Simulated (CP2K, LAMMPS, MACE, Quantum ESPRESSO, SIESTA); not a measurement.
# Ranking relaxed geometries by hand: amorphous 29Ga2O3-71GeO2 (mol %) (86 atoms)

The cell holds 86 atoms (14 Ga, 17 Ge and 55 O). Recipe: 86 atoms (14 Fe, 17 Ge, 55 O) placed at random at 4.72 g/cm³, melted at 5000 K for 10 ps at fixed volume with the Morse and Coulomb pair potential with partial charges (Pedone, Malavasi, Menziani, Cormack and Segre, J. Phys. Chem. B 110, 11780 (2006)). Quenched from 5000 K to 300 K at 100 K/ps and fixed volume, held 5 ps, then minimised at fixed cell. Then Fe was replaced by Ga and the cell scaled by 1.006 (the potential has no terms for the new elements, so the cell is a start for a DFT relaxation).

Each method relaxed the atoms from this start in the fixed cell; Quantum ESPRESSO 7.5 (PBE; plane waves, SSSP efficiency, 70/560 Ry; k-points Γ) then solved the start and every end.

```
                geometry  free energy (eV)  r.m.s. force (eV/Å)
                   start       -133554.289                0.826
end of MACE MPA-0 medium       -133559.700                0.076
 end of CP2K double zeta       -133559.654                0.068
       end of SIESTA DZP       -133558.326                0.299
```

**Question.** Find the energy that each relaxation gains per atom at this level, and what share of the best gain each reaches. Compare the gap between best and worst with kT at 300 K (25.9 meV).

Worked:

MACE MPA-0 medium: -133554.289 − (-133559.700) = 5.411 eV, or 62.9 meV an atom; 100 % of the best.

CP2K double zeta: -133554.289 − (-133559.654) = 5.365 eV, or 62.4 meV an atom; 99 % of the best.

SIESTA DZP: -133554.289 − (-133558.326) = 4.036 eV, or 46.9 meV an atom; 75 % of the best.

MACE MPA-0 medium gains most. SIESTA DZP ends 1.374 eV higher for the cell, 16.0 meV an atom, which is 0.62 kT an atom and 53 kT for the cell.

Limits: no end is a minimum of this level; SIESTA DZP stopped short of the threshold.

[Logs are printed without paths, hosts, clocks, repeated set-up lines and the standing remarks that a program may print on its own settings, such as how far it seeks lower states.]

[Hosts, paths, dates, database ids (printed as entryN), source tags and the programs' standing remarks are cut or masked in the printed files.]
